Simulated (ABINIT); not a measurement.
# Diamond (Fd-3m, 2 atoms a cell): G0W0 in ABINIT against the plane-wave cutoff

Aim: move the plane-wave cutoff of a G0W0 run on Diamond (Fd-3m, 2 atoms a cell) over a wide range.

Method: PBE and many-body steps on it, plane waves, in ABINIT 10.8.3.

## Step 1: Starting point

It takes space group Fd-3m (No. 227, cubic). The conventional cell has a = 3.567 Å, b = 3.567 Å, c = 3.567 Å, α = 90.00°, β = 90.00°, γ = 90.00°. Nearest to C lie 4 C at 1.54 Å.

The cell and positions come from the Crystallography Open Database and are kept as given unless a step says otherwise.

## Step 2: Empty states on the mesh, 8×8×8 mesh, 218 bands

This step: ABINIT 10.8.3; DFT, PBE, plane waves, norm-conserving pseudopotentials.

The sums over transitions need many empty states on a uniform mesh; this step solves for them.

File run.abi:

```
acell 3*1.0 Angstrom
rprim 
  -0.000000000000 1.783370000000 1.783370000000
  1.783370000000 -0.000000000000 1.783370000000
  1.783370000000 1.783370000000 0.000000000000
ntypat 1
znucl 6
natom 2
typat 1 1
xred 
  -0.000000000000 0.000000000000 0.000000000000
  0.250000000000 0.250000000000 0.250000000000
pp_dirpath "pseudos"
pseudos "C.upf"
ecut 37
ngkpt 8 8 8
nshiftk 1
shiftk 0 0 0
kptopt 1
chksymbreak 0
irdden 1
istwfk *1
nband 218
prtvol 0
optdriver 6
gwr_task "HDIAGO"
paral_kgb 0
occopt 1
indata_prefix "in"
outdata_prefix "out"
tmpdata_prefix "tmp"
```

The run is started by

```sh
> OMP_NUM_THREADS=1 mpirun -n 8 abinit run.abi > log
```

The log of the run:

```text
.Version 10.8.3 of ABINIT. v10.8.2 released Aug 2026.

 Symmetries : space group Fd -3 m (#227); Bravais cF (face-center cubic)
[... echo of the input left out ...]
== DATASET  1 ==================================================================
-   mpi_nproc: 8, omp_nthreads: 1 (-1 if OMP is not activated)

--- !DatasetInfo
iteration_state: {dtset: 1, }
dimensions: {natom: 2, nkpt: 29, mband: 218, nsppol: 1, nspinor: 1, nspden: 1, mpw: 869, }
cutoff_energies: {ecut:  37.0, pawecutdg:  -1.0, }
[...]
Indirect band gap semiconductor
 Fundamental gap:     4.190 (eV)
   VBM:    10.293 (eV) at k: [ 0.0000E+00,  0.0000E+00,  0.0000E+00]
   CBM:    14.483 (eV) at k: [ 3.7500E-01,  3.7500E-01,  0.0000E+00]
 Direct gap:         5.626 (eV) at k: [ 0.0000E+00,  0.0000E+00,  0.0000E+00]

== END DATASET(S) ==============================================================
================================================================================

 -outvars: echo values of variables after computation  --------
           etotal      0.0000000000E+00
            nband         218
             nkpt          29
          spgroup         227
 [... the other variables as echoed above ...]

 Calculation completed.
```

The job ended after 4.7 s (8 MPI ranks of Arm Neoverse V1, shared host; peak memory 0.59 GiB; 37 s of CPU time).

This step gave:

| Property | Result |
| --- | --- |
| gap | 4.190 eV |
| k of the valence top | 0, 0, 0 |
| k of the conduction bottom | 0.375, 0.375, 0 |
| least direct gap | 5.626 eV |
| k points computed | 29 |
| lowest point of the top converged band, above the valence top | 374.6723 eV |

On this mesh the gap is 4.190 eV.

The density comes from a self-consistent run that is not shown.

## Step 3: Empty states on the mesh, 8×8×8 mesh, 64 bands

run.abi: that of step 2 with these lines changed.

```diff
@@ -14,3 +14,3 @@
 pseudos "C.upf"
-ecut 37
+ecut 22
 ngkpt 8 8 8
@@ -22,3 +22,3 @@
 istwfk *1
-nband 218
+nband 64
 prtvol 0
```

The log of the run:

```text
[banner, memory and clock lines left out]
.Version 10.8.3 of ABINIT. v10.8.2 released Aug 2026.

 Symmetries : space group Fd -3 m (#227); Bravais cF (face-center cubic)
[... echo of the input left out ...]
== DATASET  1 ==================================================================
-   mpi_nproc: 8, omp_nthreads: 1 (-1 if OMP is not activated)

--- !DatasetInfo
iteration_state: {dtset: 1, }
dimensions: {natom: 2, nkpt: 29, mband: 64, nsppol: 1, nspinor: 1, nspden: 1, mpw: 391, }
cutoff_energies: {ecut:  22.0, pawecutdg:  -1.0, }
[...]
Integrated=    8.0000E+00

 === KS gaps after direct diagonalization ===
 Indirect band gap semiconductor
 Fundamental gap:     4.052 (eV)
   VBM:    10.463 (eV) at k: [ 0.0000E+00,  0.0000E+00,  0.0000E+00]
   CBM:    14.515 (eV) at k: [ 3.7500E-01,  3.7500E-01,  0.0000E+00]
 Direct gap:         5.641 (eV) at k: [ 0.0000E+00,  0.0000E+00,  0.0000E+00]

== END DATASET(S) ==============================================================

 -outvars: echo values of variables after computation  --------
           etotal      0.0000000000E+00
            nband          64
             nkpt          29
          spgroup         227
 [... the other variables as echoed above ...]

 Calculation completed.
```

The job ended after 1.7 s (8 MPI ranks; peak memory 0.07 GiB).

Numbers from this step:

| Item | Value |
| --- | --- |
| gap | 4.052 eV |
| k of the valence top | 0, 0, 0 |
| k of the conduction bottom | 0.375, 0.375, 0 |
| least direct gap | 5.641 eV |
| k points computed | 29 |
| lowest point of the top converged band, above the valence top | 121.8530 eV |

On this mesh the gap is 4.052 eV.

## Step 4: Empty states on the mesh, 8×8×8 mesh, 64 bands

run.abi: that of step 3 with these lines changed.

```diff
@@ -14,3 +14,3 @@
 pseudos "C.upf"
-ecut 22
+ecut 30
 ngkpt 8 8 8
```

The log of the run:

```text
[banner, memory and clock lines left out]
.Version 10.8.3 of ABINIT. v10.8.2 released Aug 2026.

 Symmetries : space group Fd -3 m (#227); Bravais cF (face-center cubic)
[... echo of the input left out ...]
== DATASET  1 ==================================================================
-   mpi_nproc: 8, omp_nthreads: 1 (-1 if OMP is not activated)

--- !DatasetInfo
iteration_state: {dtset: 1, }
dimensions: {natom: 2, nkpt: 29, mband: 64, nsppol: 1, nspinor: 1, nspden: 1, mpw: 620, }
cutoff_energies: {ecut:  30.0, pawecutdg:  -1.0, }
[...]
Integrated=    8.0000E+00

 === KS gaps after direct diagonalization ===
 Indirect band gap semiconductor
 Fundamental gap:     4.185 (eV)
   VBM:    10.299 (eV) at k: [ 0.0000E+00,  0.0000E+00,  0.0000E+00]
   CBM:    14.484 (eV) at k: [ 3.7500E-01,  3.7500E-01,  0.0000E+00]
 Direct gap:         5.635 (eV) at k: [ 0.0000E+00,  0.0000E+00,  0.0000E+00]

== END DATASET(S) ==============================================================

 -outvars: echo values of variables after computation  --------
           etotal      0.0000000000E+00
            nband          64
             nkpt          29
          spgroup         227
 [... the other variables as echoed above ...]

 Calculation completed.
```

The job ended after 2.4 s (8 MPI ranks; peak memory 0.08 GiB).

This step gave:

```yaml
gap: 4.185 eV
k_of_the_valence_top: 0, 0, 0
k_of_the_conduction_bottom: 0.375, 0.375, 0
least_direct_gap: 5.635 eV
k_points_computed: 29
lowest_point_of_the_top_converged_band_above_the_valence_top: 121.9287 eV
```

On this mesh the gap is 4.185 eV.

## Step 5: Empty states on the mesh, 8×8×8 mesh, 64 bands

run.abi: that of step 4 with these lines changed.

```diff
@@ -14,3 +14,3 @@
 pseudos "C.upf"
-ecut 30
+ecut 46
 ngkpt 8 8 8
```

The log of the run:

```text
[banner, memory and clock lines left out]
.Version 10.8.3 of ABINIT. v10.8.2 released Aug 2026.

 Symmetries : space group Fd -3 m (#227); Bravais cF (face-center cubic)
[... echo of the input left out ...]
== DATASET  1 ==================================================================
-   mpi_nproc: 8, omp_nthreads: 1 (-1 if OMP is not activated)

--- !DatasetInfo
iteration_state: {dtset: 1, }
dimensions: {natom: 2, nkpt: 29, mband: 64, nsppol: 1, nspinor: 1, nspden: 1, mpw: 1158, }
cutoff_energies: {ecut:  46.0, pawecutdg:  -1.0, }
[...]
Integrated=    8.0000E+00

 === KS gaps after direct diagonalization ===
 Indirect band gap semiconductor
 Fundamental gap:     4.189 (eV)
   VBM:    10.293 (eV) at k: [ 0.0000E+00,  0.0000E+00,  0.0000E+00]
   CBM:    14.482 (eV) at k: [ 3.7500E-01,  3.7500E-01,  0.0000E+00]
 Direct gap:         5.624 (eV) at k: [ 0.0000E+00,  0.0000E+00,  0.0000E+00]

== END DATASET(S) ==============================================================

 -outvars: echo values of variables after computation  --------
           etotal      0.0000000000E+00
            nband          64
             nkpt          29
          spgroup         227
 [... the other variables as echoed above ...]

 Calculation completed.
```

It took 7.3 s on 8 MPI ranks; peak memory 0.66 GiB; 58 s of CPU time.

This step gave:

```
gap                                                           : 4.189 eV
k of the valence top                                          : 0, 0, 0
k of the conduction bottom                                    : 0.375, 0.375, 0
least direct gap                                              : 5.624 eV
k points computed                                             : 29
lowest point of the top converged band, above the valence top : 121.9247 eV
```

On this mesh the gap is 4.189 eV.

## Step 6: Screening, 8×8×8 mesh, 56 bands, screening to 261.2 eV

The RPA dielectric matrix is built and inverted for each q.

This step: RPA screening on PBE, plane waves, norm-conserving pseudopotentials.

run.abi: that of step 5 with these lines changed.

```diff
@@ -14,3 +14,3 @@
 pseudos "C.upf"
-ecut 46
+ecut 22
 ngkpt 8 8 8
@@ -20,10 +20,11 @@
 chksymbreak 0
-irdden 1
 istwfk *1
-nband 64
-prtvol 0
-optdriver 6
-gwr_task "HDIAGO"
-paral_kgb 0
 occopt 1
+irdwfk 1
+optdriver 3
+nband 56
+ecuteps 9.6
+inclvkb 2
+awtr 1
+symchi 1
 indata_prefix "in"
```

The log of the run:

```text
.Version 10.8.3 of ABINIT. v10.8.2 released Aug 2026.

 Symmetries : space group Fd -3 m (#227); Bravais cF (face-center cubic)
[... echo of the input left out ...]
== DATASET  1 ==================================================================
-   mpi_nproc: 8, omp_nthreads: 1 (-1 if OMP is not activated)

--- !DatasetInfo
iteration_state: {dtset: 1, }
dimensions: {natom: 2, nkpt: 29, mband: 56, nsppol: 1, nspinor: 1, nspden: 1, mpw: 391, }
cutoff_energies: {ecut:  22.0, pawecutdg:  -1.0, }
electrons: {nelect:   8.00000000E+00, charge:   0.00000000E+00, occopt:   1.00000000E+00, tsmear:   1.00000000E-02, }

 SCREENING: Calculation of the susceptibility and dielectric matrices

 Based on a program developped by R.W. Godby, V. Olevano, G. Onida, and L. Reining.
 Incorporated in ABINIT by V. Olevano, G.-M. Rignanese, and M. Torrent.
.Using double precision arithmetic ; gwpc =  8

[... cell and pseudopotentials left out ...]
--------------------------------------------------------------------------------

 ==== K-mesh for the wavefunctions ====
 Number of points in the irreducible wedge :    29
[... list of points left out ...]
 Together with 48 symmetry operations and time-reversal symmetry
 yields   512 points in the full Brillouin Zone.

 ==== Q-mesh for the screening function ====
 Number of points in the irreducible wedge :    29
[... list of points left out ...]
 Together with 48 symmetry operations and time-reversal symmetry
 yields   512 points in the full Brillouin Zone.

 setmesh: FFT mesh size selected  =    20x   20x   20
          total number of points  =         8000

 vcoul_init : cutoff-mode = AUXILIARY_FUNCTION
 q-points for optical limit:   1
     1)      0.000010    0.000020    0.000030

- screening: taking advantage of time-reversal symmetry
- Maximum band index for partially occupied states nbvw = 4
- Remaining bands to be divided among processors   nbcw = 52
- Number of bands treated by each node ~6

 Number of electrons calculated from density =    8.0000; Expected =    8.0000
 average of density, n =  0.104505
 r_s =    1.3170
 omega_plasma =   31.1835 [eV]

 calculating chi0 at frequencies [eV] :
  1    0.000000E+00    0.000000E+00
  2    0.000000E+00    3.118352E+01

--------------------------------------------------------------------------------
  q-point number  1        q = ( 0.000000, 0.000000, 0.000000) [r.l.u.]
--------------------------------------------------------------------------------
[... chi0 elements left out ...]
 For q-point:  0.000010 0.000020 0.000030
  dielectric constant =   5.5413
  dielectric constant without local fields =   5.9809

  Average fulfillment of the sum rule on Im[epsilon] for q-point    1 :     85.50  [%]
[... wings left out ...]
  q-point number  2        q = ( 0.125000, 0.000000, 0.000000) [r.l.u.]
--------------------------------------------------------------------------------
[... chi0 elements left out ...]
  Average fulfillment of the sum rule on Im[epsilon] for q-point    2 :     97.26  [%]

 [... 27 further q-points ...]
```

It took 21 s on 8 MPI ranks; peak memory 0.96 GiB; 2.8 min of CPU time.

This step gave:

| Property | Result |
| --- | --- |
| ε∞ with local fields, on this mesh, along the program's q direction | 5.541 |
| the same without local fields | 5.981 |
| plasma frequency | 31.18 eV |
| plane waves in the screening matrix | 113 |

Local fields lower ε∞ by 7 %.

## Step 7: 22 Ha

This step: G0W0 on PBE, plane waves, norm-conserving pseudopotentials.

run.abi: that of step 6 with these lines changed.

```diff
@@ -23,8 +23,17 @@
 irdwfk 1
-optdriver 3
+optdriver 4
 nband 56
+gwcalctyp 0
+ecutsigx 22
+symsigma 1
+nkptgw 2
+kptgw 
+  0.0000000000 0.0000000000 0.0000000000
+  0.3750000000 0.3750000000 0.0000000000
+bdgw 
+  2 7
+  3 6
 ecuteps 9.6
-inclvkb 2
-awtr 1
-symchi 1
+irdscr 1
+ppmodel 1
 indata_prefix "in"
```

The log of the run:

```text
.Version 10.8.3 of ABINIT. v10.8.2 released Aug 2026.

 Symmetries : space group Fd -3 m (#227); Bravais cF (face-center cubic)
[... echo of the input left out ...]
== DATASET  1 ==================================================================
-   mpi_nproc: 8, omp_nthreads: 1 (-1 if OMP is not activated)

--- !DatasetInfo
iteration_state: {dtset: 1, }
dimensions: {natom: 2, nkpt: 29, mband: 56, nsppol: 1, nspinor: 1, nspden: 1, mpw: 391, }
cutoff_energies: {ecut:  22.0, pawecutdg:  -1.0, }
electrons: {nelect:   8.00000000E+00, charge:   0.00000000E+00, occopt:   1.00000000E+00, tsmear:   1.00000000E-02, }

 SIGMA: Calculation of the GW corrections

 Based on a program developped by R.W. Godby, V. Olevano, G. Onida, and L. Reining.
 Incorporated in ABINIT by V. Olevano, G.-M. Rignanese, and M. Torrent.
.Using double precision arithmetic ; gwpc =  8

[... cell and pseudopotentials left out ...]
--------------------------------------------------------------------------------

 ==== K-mesh for the wavefunctions ====
 Number of points in the irreducible wedge :    29
[... list of points left out ...]
 Together with 48 symmetry operations and time-reversal symmetry
 yields   512 points in the full Brillouin Zone.

 ==== Q-mesh for screening function ====
 Number of points in the irreducible wedge :    29
[... list of points left out ...]
 Together with 48 symmetry operations and time-reversal symmetry
 yields   512 points in the full Brillouin Zone.

 vcoul_init : cutoff-mode = AUXILIARY_FUNCTION
 q-points for optical limit:   1
     1)      0.000010    0.000020    0.000030
 setmesh: FFT mesh size selected  =    20x   20x   20
          total number of points  =         8000

 Number of electrons calculated from density =    8.0000; Expected =    8.0000
 average of density, n =  0.104505
 r_s =    1.3170
 omega_plasma =   31.1835 [eV]

 === KS Band Gaps ===
  >>>> For spin  1
   Minimum direct gap =   5.6412 [eV], located at k-point      :   0.0000  0.0000  0.0000
   Fundamental gap    =   4.0517 [eV], Top of valence bands at :   0.0000  0.0000  0.0000
                                       Bottom of conduction at :   0.3750  0.3750  0.0000
 SIGMA fundamental parameters:
 PLASMON POLE MODEL  1
 number of plane-waves for SigmaX                  339
 number of plane-waves for SigmaC and W            113
 number of plane-waves for wavefunctions           339
 number of bands                                    56
 number of independent spin polarizations            1
 number of spinorial components                      1
 number of k-points in IBZ                          29
 number of q-points in IBZ                          29
 number of symmetry operations                      48
 number of k-points in BZ                          512
 number of q-points in BZ                          512
 number of frequencies for dSigma/dE                 9
 frequency step for dSigma/dE [eV]                0.25
 number of omega for Sigma on real axis              0
 max omega for Sigma on real axis  [eV]           0.00
 zcut for avoiding poles [eV]                     0.10

 EPSILON^-1 parameters (SCR file):
 dimension of the eps^-1 matrix on file            113
 dimension of the eps^-1 matrix used               113
 number of plane-waves for wavefunctions           339
 number of bands                                    56
 number of q-points in IBZ                          29
 number of frequencies                               2
 number of real frequencies                          1
 number of imag frequencies                          1

 matrix elements of self-energy operator (all in [eV])

 Perturbative Calculation

--- !SelfEnergy_ee
iteration_state: {dtset: 1, }
kpoint     : [   0.000,    0.000,    0.000, ]
spin       : 1
KS_gap     :    5.641
QP_gap     :    7.418
Delta_QP_KS:    1.777
data: !SigmaeeData |
     Band     E0 <VxcDFT>   SigX SigC(E0)      Z dSigC/dE  Sig(E)    E-E0       E
        2  10.463 -16.953 -19.285   1.553   0.832  -0.201 -17.601  -0.649   9.815
        3  10.463 -16.953 -19.285   1.553   0.832  -0.201 -17.601  -0.649   9.815
        4  10.463 -16.953 -19.285   1.553   0.832  -0.201 -17.601  -0.649   9.815
        5  16.105 -15.611  -9.525  -4.731   0.833  -0.200 -14.482   1.128  17.233
        6  16.105 -15.611  -9.525  -4.731   0.833  -0.200 -14.482   1.128  17.233
        7  16.105 -15.611  -9.525  -4.731   0.833  -0.200 -14.482   1.128  17.233

--- !SelfEnergy_ee
iteration_state: {dtset: 1, }
kpoint     : [   0.375,    0.375,    0.000, ]
spin       : 1
KS_gap     :    9.915
QP_gap     :   11.565
Delta_QP_KS:    1.650
data: !SigmaeeData |
     Band     E0 <VxcDFT>   SigX SigC(E0)      Z dSigC/dE  Sig(E)    E-E0       E
        3   4.600 -15.961 -20.453   3.237   0.817  -0.225 -16.986  -1.025   3.575
        4   4.600 -15.961 -20.453   3.237   0.817  -0.225 -16.986  -1.025   3.575
        5  14.515 -14.074  -8.671  -4.661   0.843  -0.187 -13.449   0.625  15.140
        6  17.115 -13.225  -7.307  -5.204   0.844  -0.185 -12.623   0.603  17.718

== END DATASET(S) ==============================================================
================================================================================

 -outvars: echo values of variables after computation  --------
           etotal      0.0000000000E+00
            nband          56
             nkpt          29
          spgroup         227
 [... the other variables as echoed above ...]

 Calculation completed.
```

The job ended after 4.1 s (8 MPI ranks; peak memory 1.1 GiB; 32 s of CPU time).

This step gave:

```
G0W0 gap on the points computed              : 5.325 eV
starting gap on the mesh                     : 4.052 eV
k of the valence top                         : 0, 0, 0
k of the conduction bottom                   : 0.375, 0.375, 0
Z at the valence top                         : 0.832
Z at the conduction bottom                   : 0.843
least direct G0W0 gap on the computed points : 7.418 eV
```

(Part 1 of 2 ends here.)

[Paths, hosts, dates, memory and timing lines, banners, echoed tables and standing remarks are left out of the program output.]

[Logs are printed without paths, hosts, clocks, repeated set-up lines and the standing remarks that a program may print on its own settings, such as how far it seeks lower states.]

[Runs of the session that timed out or met a known fault of the program may be left out.]

[No measured gap is set beside runs whose start may be inverted or whose files or cutoffs have a known fault.]

[Hosts, paths, dates, database ids (printed as entryN), source tags and the programs' standing remarks are cut or masked in the printed files.]

[G0W0 gaps are taken among the corrected bands and points alone; a level outside them can change the order at an edge.]

[Where Ansatz stands beside ABINIT at settings called matched, ABINIT's density can come from a denser mesh and the files from another edition; pairs whose starting gaps differed by over 0.03 eV were left out, so agreement reads better than it is.]
